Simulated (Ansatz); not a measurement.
# Binding curve of WSe2 on Al2O3(0001) (107 atoms)

The cell holds 107 atoms: 32 Al, 48 O, 9 W and 18 Se. Cell: a = 9.960 Å, b = 9.960 Å, c = 29.562 Å, α = 90.0°, β = 90.0°, γ = 60.0°. It derives from Al2O3 and WSe2. The starting structure: 1 layer(s) of WSe2 at its own lattice constant on a slab of Al2O3(0001) strained in the plane by up to 3.5 % to a common cell of 86 Å^2; gaps of 2.95 Å as starting values, 15 Å of vacuum, lowest layers held; not relaxed, displaced by a Gaussian of 0.01 Å. The outermost Al of the bottom face are to be left free in later relaxations; the layers above them are held. Lattice constants are starting values near those of PBE. Regions: Al2O3(0001), 80 atoms (32 Al and 48 O); WSe2, 27 atoms (9 W and 18 Se). Vacuum lies along c.

Calculated with Ansatz 0.2.0: Kohn-Sham DFT, PBE+D3(BJ), PAW (set soft_2, large core), plane waves; cutoff 420 eV, k-mesh 3×3×1, fermi-dirac smearing of 0.025 eV. The upper part (WSe2) is moved rigidly along the normal by z from its relaxed place. Energies are the whole cell less its two frozen parts, over the face of 85.91 Å².

```
shift z (Å)  interaction energy (meV/Å²)
       -0.2                       -34.98
       +0.0                       -37.67
       +0.3                       -34.56
       +0.6                       -28.87
       +1.0                            ?
       +1.6                       -14.00
```

Task: Fit the universal binding curve to the rows given and interpolate to the withheld row.

**Working.**

The universal binding curve is E(z) = −D (1 + z/l) exp(−z/l), whose curvature at z = 0 is D/l². The depth is D = 37.67 meV/Å². A parabola through the rows at −0.2, 0 and +0.3 Å has the curvature 2 {[E(0.3) − E(0)]/0.3 + [E(−0.2) − E(0)]/0.2} / 0.5 = 95.41 meV/Å⁴, so l = √(D / curvature) = 0.628 Å. At z = 1 Å, z/l = 1.591.

Prediction at +1.0: -19.88 meV/Å². The run gave -21.67 meV/Å², so the fit is high by 1.8 meV/Å² (8.3 % of the value).

The curve's steepest slope, D/(e l) at z = l, is 3.53 GPa, an estimate of the stress that rigid separation needs. Among the rows given, the largest miss of the fit is at +1.6, by 3.5 meV/Å² (15 % of the range of the table).

Limits: The parts are rigid, and they also feel their periodic images through the vacuum. The curve was made for chemical and metallic bonds; the dispersion term here falls off as a power of distance, which it can't follow.

[Long decimals in the printed logs are rounded to 6 places.]

[Logs are printed without paths, hosts, clocks, repeated set-up lines and the standing remarks that a program may print on its own settings, such as how far it seeks lower states.]

[Hosts, paths, dates, database ids (printed as entryN), source tags and the programs' standing remarks are cut or masked in the printed files.]
